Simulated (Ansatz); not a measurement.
# Where V_B puts its levels in the gap of BP (F-43m)

Aim: at which Fermi levels does V_B in BP (F-43m) change its charge? The model is a cell of 24 host atoms with 1 B taken out.

Main program and level: Ansatz 0.2.0; place-levels on r2SCAN runs: charge-transition levels and formation energies with image-charge correction and potential alignment at the atomic sites; PAW set soft_1.

## (1) The structure

The cell holds 23 atoms: 11 B and 12 P. Its edges and angles: a = 6.415 Å, b = 6.415 Å, c = 9.623 Å, α = 60.0°, β = 60.0°, γ = 60.0°. It derives from BP (space group F-43m). Nearest the centre at fractional (0.500, 0.500, 0.667): P4 at 1.96 Å, P6 at 1.96 Å, P16 at 1.96 Å, P10 at 1.96 Å, B21 at 3.21 Å, B9 at 3.21 Å, B5 at 3.21 Å, B11 at 3.21 Å.

The host's dielectric constants go in as inputs: 9.31 for the electrons alone, 9.42 with the ions, computed on the host (DFPT, PBEsol, on the r2SCAN cell), and a cell off the functional's own equilibrium shifts the ionic part.

The cell's shortest repeat is 6.4 Å.

## (2) The runs of each charge state

Levels follow from differences of total energies between charge states, each relaxed by itself.

Each atom starts 0.05 Å or so off its site in a random direction: a symmetric start keeps its symmetry, and would miss off-centre moves and Jahn–Teller distortions. Forces are taken on a 2×2×2 shifted mesh. The cell holds 3 electrons more than the neutral one, with a uniform background that keeps it neutral on the whole.

The sampling was tested on the host first: at the k-points planned (1x1x1 shifted 0.25 0.25 0.25) its energy lies 0.200 eV an atom from the dense-mesh value, so the final energies take a denser sampling.

One of the inputs; charge, spin and start change from state to state.

Input file qm3.relax/input.yaml:

```yaml
crystal:
  lattice:
    - [0.0, 4.53637082, 4.53637082]
    - [4.53637082, 0.0, 4.53637082]
    - [6.80455623, 6.80455623, 0.0]
  atoms:
    - { symbol: B, position: [0.0, 0.0, 0.0] }
    - { symbol: P, position: [0.375, 0.375, 0.25] }
    - { symbol: B, position: [0.0, 0.0, 0.33333333] }
    - { symbol: P, position: [0.375, 0.375, 0.58333333] }
    - { symbol: B, position: [0.0, 0.0, 0.66666667] }
    - { symbol: P, position: [0.375, 0.375, 0.91666667] }
    - { symbol: B, position: [0.0, 0.5, 0.0] }
    - { symbol: P, position: [0.375, 0.875, 0.25] }
    - { symbol: B, position: [0.0, 0.5, 0.33333333] }
    - { symbol: P, position: [0.375, 0.875, 0.58333333] }
    - { symbol: B, position: [0.0, 0.5, 0.66666667] }
    - { symbol: P, position: [0.375, 0.875, 0.91666667] }
    - { symbol: B, position: [0.5, 0.0, 0.0] }
    - { symbol: P, position: [0.875, 0.375, 0.25] }
    - { symbol: B, position: [0.5, 0.0, 0.33333333] }
    - { symbol: P, position: [0.875, 0.375, 0.58333333] }
    - { symbol: B, position: [0.5, 0.0, 0.66666667] }
    - { symbol: P, position: [0.875, 0.375, 0.91666667] }
    - { symbol: B, position: [0.5, 0.5, 0.0] }
    - { symbol: P, position: [0.875, 0.875, 0.25] }
    - { symbol: B, position: [0.5, 0.5, 0.33333333] }
    - { symbol: P, position: [0.875, 0.875, 0.58333333] }
    - { symbol: P, position: [0.875, 0.875, 0.91666667] }
  host:
    repeats: [2, 2, 3]
    atoms:
      - { symbol: B, position: [0.0, 0.0, 0.0] }
      - { symbol: P, position: [0.75, 0.75, 0.75] }
total_charge: -3
basis:
  ecutwfc: 500
  xc_grid: 2
hamiltonian:
  xc: r2scan
  pseudopotentials: { kind: paw, azcp: { folder: soft_1 } }
kpoints:
  mp_grid: { grid: [2, 2, 2], shift: [0.5, 0.5, 0.5] }
scf:
  occupations: { method: fixed }
  max_iter: 60
output:
  forces: true
  charged_corrections:
    epsilon: 9.31
    static_epsilon: 9.42
    defect_position: [0.5, 0.5, 0.666667]
relax:
  f_tol: 0.02
  max_steps: 80
  random_displacement: { amplitude: 0.05, seed: 2004 }
checkpoint:
  write: "../qm3.relax.run"
  compress: false
  write_wavefunctions: true
  write_every: 100000
```

The run is started by

```sh
$ ansatz run input.yaml --threads 4 --pin off --max-ram 7536MiB --backend cpu --events-out ev --progress --plain --runs-dir out
```

The energy is taken again at a 3×3×3 Γ-centred mesh, on the same structure.

The run of this state that the levels use, under r2SCAN:

Input file qm3.point/input.yaml:

```yaml
crystal:
  checkpoint: "../qm3.relax.run"
  host: checkpoint
total_charge: -3
basis:
  ecutwfc: 500
  xc_grid: 2
hamiltonian:
  xc: r2scan
  pseudopotentials: { kind: paw, azcp: { folder: soft_1 } }
kpoints:
  mp_grid: { grid: [3, 3, 3] }
scf:
  occupations: { method: fermi_dirac, width: 0.01 }
  max_iter: 60
output:
  forces: true
  eigenvalues: true
  charged_corrections:
    epsilon: 9.31
    static_epsilon: 9.42
    defect_position: [0.5, 0.5, 0.666667]
  eigenstates: { localisation: true }
  populations: true
checkpoint:
  read: "../qm3.relax.run"
  write: "../qm3.point.run"
  compress: false
  write_wavefunctions: false
  write_every: 100000
```

Relaxations under r2SCAN at a 2×2×2 shifted mesh; times on 4 threads of Arm Neoverse V1, shared host:

```csv
charge,moment (μB),occupations,outcome,steps,largest displacement against the far atoms (Å),time
−3,0,fixed,converged,5,0.15,24 s
−2,1,fixed,converged,5,0.07,64 s
−1,0,fixed,converged,5,0.06,24 s
0,1,fixed,converged,7,0.11,74 s
+1,0,fixed,converged,7,0.29,31 s
−3,2,fixed,converged,5,0.06,63 s
−1,2,fixed,converged,6,0.04,63 s
+1,2,fixed,converged,5,0.12,61 s
```

Single points under r2SCAN at a 3×3×3 Γ-centred mesh; times on 4 threads of Arm Neoverse V1, shared host:

```csv
charge,moment (μB),occupations,outcome,time
−3,0,fermi-dirac,converged,21 s
−2,1,fermi-dirac,converged,58 s
−1,0,fermi-dirac,converged,21 s
0,1,fermi-dirac,converged,70 s
+1,0,fermi-dirac,converged,22 s
−3,2,fermi-dirac,converged,66 s
−1,2,fermi-dirac,converged,63 s
+1,2,fermi-dirac,converged,56 s
```

Distances (Å) from the ideal centre to the nearest atoms after relaxation with r2SCAN:

```csv
charge,moment (μB),1.,2.,3.,4.,5.,6.
−3,0,P 1.82,P 1.86,P 1.89,P 1.90,B 3.15,B 3.19
−3,2,P 1.90,P 1.91,P 1.92,P 1.95,B 3.15,B 3.20
−2,1,P 1.90,P 1.92,P 1.92,P 1.94,B 3.15,B 3.19
−1,0,P 1.96,P 1.96,P 1.97,P 1.97,B 3.16,B 3.17
−1,2,P 1.92,P 1.95,P 1.97,P 1.98,B 3.19,B 3.19
0,1,P 1.98,P 1.98,P 2.01,P 2.07,B 3.18,B 3.19
+1,0,P 1.93,P 2.09,P 2.09,P 2.24,B 3.17,B 3.18
+1,2,P 2.06,P 2.07,P 2.08,P 2.08,B 3.19,B 3.20
```

## (3) Levels against the band edges, r2SCAN

A charged cell interacts with its images and the background, and its potential has another zero than the host's. place-levels removes the first by a point-charge model, screened by the static dielectric constant since the ions have relaxed around the charge, and the second by comparing potentials at atoms far from the defect.

The host is a run of the defect-free crystal in the same cutoffs, grids and k-points, so that basis and sampling errors cancel in part in the differences. The host is run in a cell of 2 atoms on a matching mesh. Its band edges are searched through the zone by a band path, so the gap is smaller than, or equal to, that on the mesh. Chemical potentials are energies per atom of B (alpha-rhombohedral (B12)), run with the same functional and cutoff.

Input file levels.point.yaml:

```yaml
host:
  run: host.point.run
states: [qm3.point.run, qm2_M1.point.run, qm1.point.run, q0_M1.point.run, qp1.point.run, qm3_M2.point.run, qm1_M2.point.run, qp1_M2.point.run]
geometry_from:
  qm3.point.run: qm3.relax.run
  qm2_M1.point.run: qm2_M1.relax.run
  qm1.point.run: qm1.relax.run
  q0_M1.point.run: q0_M1.relax.run
  qp1.point.run: qp1.relax.run
  qm3_M2.point.run: qm3_M2.relax.run
  qm1_M2.point.run: qm1_M2.relax.run
  qp1_M2.point.run: qp1_M2.relax.run
  host.point.run: host.relax.run
chemical_potentials:
  B:
    energy: -156.554104
    dataset: <sha256 of the dataset>
epsilon: 9.31
static_epsilon: 9.42
vertical:
  - { from: qm3.point.run, to: qm3.point_neutral.run }
  - { from: qm2_M1.point.run, to: qm2_M1.point_neutral.run }
  - { from: qm1.point.run, to: qm1.point_neutral.run }
  - { from: qp1.point.run, to: qp1.point_neutral.run }
  - { from: qm3_M2.point.run, to: qm3_M2.point_neutral.run }
  - { from: qm1_M2.point.run, to: qm1_M2.point_neutral.run }
  - { from: qp1_M2.point.run, to: qp1_M2.point_neutral.run }
```

The run is started by

```sh
$ ansatz place-levels levels.point.yaml -- --threads 4 --pin off --max-ram 7536MiB
```

Numbers of over 12 decimals in the logs are rounded to 6 here.

Log:

```text
[... repeated set-up lines and file paths are left out, and long positions are rounded to six places ...]
(+1/0) 0.086 eV beneath the valence edge, in the valence band
(0/-1) 0.757 eV above the valence edge, 0.639 eV under the conduction edge
(-1/-2) 1.550 eV above the valence edge (+1.751 eV without the band-filling correction), in the conduction band; not on the lower envelope
(-2/-3) 1.413 eV above the valence edge (+2.649 eV without the band-filling correction), in the conduction band; not on the lower envelope
(-1/-3) 1.481 eV above the valence edge (+2.200 eV without the band-filling correction), in the conduction band: charges between them are lowest nowhere
formation energy of charge +1: +3.824 eV with the Fermi level at the valence edge
formation energy of charge 0: +3.738 eV with the Fermi level at the valence edge
formation energy of charge -1: +4.495 eV with the Fermi level at the valence edge
formation energy of charge -2: +6.045 eV with the Fermi level at the valence edge
formation energy of charge -3: +7.458 eV with the Fermi level at the valence edge
vertical -3 to 0: no energy, since no alignment is typed
  the change from vertical[0].from (qm3.point.run) to vertical[0].to (qm3.point_neutral.run): by its potential at epsilon 9.31 it stands at 0.433 0.438 0.624, with an rms radius of about 2.1 Å (1.0 1.0 1.6 Å across the planes of the cell's vectors); [...]
vertical -2 to 0: no energy, since no alignment is typed
  the change from vertical[1].from (qm2_M1.point.run) to vertical[1].to (qm2_M1.point_neutral.run): by its potential at epsilon 9.31 it stands at 0.432 0.432 0.633, with an rms radius of about 2.0 Å (0.9 0.9 1.6 Å across the planes of the cell's vectors); [...]
vertical -1 to 0: no energy, since no alignment is typed
  the change from vertical[2].from (qm1.point.run) to vertical[2].to (qm1.point_neutral.run): by its potential at epsilon 9.31 it stands at 0.427 0.428 0.714, with an rms radius of about 2.4 Å (0.7 0.7 2.1 Å across the planes of the cell's vectors); [...]
vertical +1 to 0: no energy, since no alignment is typed
  the change from vertical[3].from (qp1.point.run) to vertical[3].to (qp1.point_neutral.run): by its potential at epsilon 9.31 it stands at 0.434 0.435 0.609, with an rms radius of about 2.0 Å (0.8 0.8 1.6 Å across the planes of the cell's vectors); [...]
vertical -3 to 0: no energy, since no alignment is typed
  the change from vertical[4].from (qm3_M2.point.run) to vertical[4].to (qm3_M2.point_neutral.run): by its potential at epsilon 9.31 it stands at 0.434 0.433 0.627, with an rms radius of about 2.8 Å (1.2 1.2 2.2 Å across the planes of the cell's vectors); [...]
vertical -1 to 0: no energy, since no alignment is typed
  the change from vertical[5].from (qm1_M2.point.run) to vertical[5].to (qm1_M2.point_neutral.run): by its potential at epsilon 9.31 it stands at 0.426 0.429 0.622, with an rms radius of about 1.9 Å (0.9 0.9 1.4 Å across the planes of the cell's vectors); [...]
vertical +1 to 0: no energy, since no alignment is typed
  the change from vertical[6].from (qp1_M2.point.run) to vertical[6].to (qp1_M2.point_neutral.run): by its potential at epsilon 9.31 it stands at 0.426 0.427 0.642, with an rms radius of about 2.3 Å (1.0 1.0 1.8 Å across the planes of the cell's vectors); [...]
  edges by r2scan, gap 1.396 eV; the host is sampled to repeats of 19.25 Å
  the defect's cells are sampled to repeats of 19.25 Å, like sampling
  charge +1: -10849.0205 eV with its correction of -0.221 eV, at epsilon 9.42, aligned at sites: -0.5469 eV, mean over 19 atomic sites at or beyond 3.21 Å from the defect at [0.5000, 0.5000, 0.6667], with -0.001696 for the charge's moments and without [...]
  states[4] (qp1.point.run): levels filled in part (TS 0.001 eV): its energy is of no whole electron's
  charge 0: +0.000 eV for its dipole among its images, +0.007 omitted
  charge -1: -10829.8645 eV with its correction of +0.789 eV, at epsilon 9.42, aligned at sites: -0.4637 eV, mean over 19 atomic sites at or beyond 3.21 Å from the defect at [0.5000, 0.5000, 0.6667], with -0.051112 for the charge's moments and without [...]
  charge -2: -10818.8707 eV with its correction of +2.006 eV, at epsilon 9.42, aligned at sites: -0.3516 eV, mean over 19 atomic sites at or beyond 3.21 Å from the defect at [0.5000, 0.5000, 0.6667], with +0.000000 for the charge's moments and without [...]
  charge -3: -10806.9789 eV with its correction of +3.774 eV, at epsilon 9.42, aligned at sites: -0.2813 eV, mean over 19 atomic sites at or beyond 3.21 Å from the defect at [0.5000, 0.5000, 0.6667], with +0.000000 for the charge's moments and without [...]
  states[0] (qm3.point.run): levels filled in part (TS 0.002 eV): its energy is of no whole electron's
  charge +1: states[7] (qp1_M2.point.run) stands 0.414 eV higher, with a moment of 2.00 μB against 0.00
  charge -1: states[6] (qm1_M2.point.run) stands 0.367 eV higher, with a moment of 2.00 μB against 0.00
  states[6] (qm1_M2.point.run): levels filled in part (TS 0.001 eV): its energy is of no whole electron's
  charge -3: states[5] (qm3_M2.point.run) stands 0.393 eV higher, with a moment of 2.00 μB against 0.00
  states[5] (qm3_M2.point.run): levels filled in part (TS 0.002 eV): its energy is of no whole electron's
  of states[4] (qp1.point.run): it parts from the run at its places by a charge that spreads by about 1.6 Å along one vector (1.4 Å or more is wide), by its potential at epsilon 9.31, taken for that of held ions (one typed too small widens it), where the cell [...]
  of states[3] (q0_M1.point.run): its moments are held at its close (magnetization.spin_locking), by a field of 0.079 eV a Bohr magneton, and its energy and levels are of the state that this holds: a run that lets them go can end lower; [...]
  of states[2] (qm1.point.run): it parts from the run at its places by a charge that spreads by about 2.1 Å along one vector (1.4 Å or more is wide), by its potential at epsilon 9.31, taken for that of held ions (one typed too small widens it), where the cell [...]
  of states[1] (qm2_M1.point.run): it parts from the run at its places by a charge that spreads by about 1.6 Å along one vector (1.4 Å or more is wide), by its potential at epsilon 9.31, taken for that of held ions (one typed too small widens it), where the [...]
  of states[0] (qm3.point.run): it parts from the run at its places by a charge that spreads by about 1.6 Å along one vector (1.4 Å or more is wide), by its potential at epsilon 9.31, taken for that of held ions (one typed too small widens it), where the cell [...]
  of states[7] (qp1_M2.point.run): it parts from the run at its places by a charge that spreads by about 1.8 Å along one vector (1.4 Å or more is wide), by its potential at epsilon 9.31, taken for that of held ions (one typed too small widens it), where the [...]
  of states[6] (qm1_M2.point.run): it parts from the run at its places by a charge that spreads by about 0.9 Å along one vector (0.9 Å or more is wide), by its potential at epsilon 9.31, taken for that of held ions (one typed too small widens it), where the [...]
  of states[5] (qm3_M2.point.run): it parts from the run at its places by a charge that spreads by about 2.2 Å along one vector (1.4 Å or more is wide), by its potential at epsilon 9.31, taken for that of held ions (one typed too small widens it), where the [...]
  vertical[0].from (qm3.point.run): levels filled in part (TS 0.002 eV): its energy is of no whole electron's
  of vertical[0].from (qm3.point.run): it parts from the run at its places by a charge that spreads by about 1.6 Å along one vector (1.4 Å or more is wide), by its potential at epsilon 9.31, taken for that of held ions (one typed too small widens it), where [...]
  vertical[0].to (qm3.point_neutral.run): levels filled in part (TS 0.003 eV): its energy is of no whole electron's
  of vertical[0].to (qm3.point_neutral.run): its moments are held at its close (magnetization.spin_locking), by a field of 0.200 eV a Bohr magneton, and its energy and levels are of the state that this holds: a run that lets them go can end lower; [...]
  of vertical[1].from (qm2_M1.point.run): its moments are held at its close (magnetization.spin_locking), by a field of 0.285 eV a Bohr magneton, and its energy and levels are of the state that this holds: a run that lets them go can end lower; [...]
  vertical[1].to (qm2_M1.point_neutral.run): levels filled in part (TS 0.001 eV): its energy is of no whole electron's
  of vertical[1].to (qm2_M1.point_neutral.run): its moments are held at its close (magnetization.spin_locking), by a field of 0.137 eV a Bohr magneton, and its energy and levels are of the state that this holds: a run that lets them go can end lower; [...]
  of vertical[2].from (qm1.point.run): it parts from the run at its places by a charge that spreads by about 2.1 Å along one vector (1.4 Å or more is wide), by its potential at epsilon 9.31, taken for that of held ions (one typed too small widens it), where [...]
  of vertical[2].to (qm1.point_neutral.run): its moments are held at its close (magnetization.spin_locking), by a field of 0.074 eV a Bohr magneton, and its energy and levels are of the state that this holds: a run that lets them go can end lower; [...]
  vertical[3].from (qp1.point.run): levels filled in part (TS 0.001 eV): its energy is of no whole electron's
  of vertical[3].from (qp1.point.run): it parts from the run at its places by a charge that spreads by about 1.6 Å along one vector (1.4 Å or more is wide), by its potential at epsilon 9.31, taken for that of held ions (one typed too small widens it), where [...]
  vertical[3].to (qp1.point_neutral.run): levels filled in part (TS 0.001 eV): its energy is of no whole electron's
  of vertical[3].to (qp1.point_neutral.run): its moments are held at its close (magnetization.spin_locking), by a field of 0.048 eV a Bohr magneton, and its energy and levels are of the state that this holds: a run that lets them go can end lower; [...]
  vertical[4].from (qm3_M2.point.run): levels filled in part (TS 0.002 eV): its energy is of no whole electron's
  of vertical[4].from (qm3_M2.point.run): its sublattices stand up to 0.0061 Å off the host's, which by the two runs' forces adds about +0.01 eV to its energy against the host's, and moves the band edges: relax the crystal first, and build the cells on it; [...]
  vertical[4].to (qm3_M2.point_neutral.run): levels filled in part (TS 0.001 eV): its energy is of no whole electron's
  of vertical[4].to (qm3_M2.point_neutral.run): its moments are held at its close (magnetization.spin_locking), by a field of 0.132 eV a Bohr magneton, and its energy and levels are of the state that this holds: a run that lets them go can end lower; [...]
  vertical[5].from (qm1_M2.point.run): levels filled in part (TS 0.001 eV): its energy is of no whole electron's
  of vertical[5].from (qm1_M2.point.run): 3 of its atoms bear a moment where their sites in the host bear none, a quarter or more of an element's: the host was run without spin, so run it with spin; [...]
  vertical[5].to (qm1_M2.point_neutral.run): levels filled in part (TS 0.002 eV): its energy is of no whole electron's
  of vertical[5].to (qm1_M2.point_neutral.run): it set out from the moments of a save, which an earlier run chose (saved_moments_taken); [...]
  of vertical[6].from (qp1_M2.point.run): its moments are held at its close (magnetization.spin_locking), by a field of 0.450 eV a Bohr magneton, and its energy and levels are of the state that this holds: a run that lets them go can end lower; [...]
  of vertical[6].to (qp1_M2.point_neutral.run): it set out from the moments of a save, which an earlier run chose (saved_moments_taken); [...]
```

Wall time 0.8 s (4 threads of Arm Neoverse V1, shared host).

[end of part 1 of 2]

[Logs are printed without paths, hosts, clocks, repeated set-up lines and the standing remarks that a program may print on its own settings, such as how far it seeks lower states.]

[Hosts, paths, dates, database ids (printed as entryN), source tags and the programs' standing remarks are cut or masked in the printed files.]

[Where a table of states has a column of steps, it counts the stored structures, which are thinned; the runs took as many ionic steps or more.]

[A defect's name tells the site on which it was built; relaxed atoms can leave that site.]

[For some hosts the program warned that the k-mesh of the response run may be too coarse for force constants and the static dielectric constant; such warnings are not shown here.]
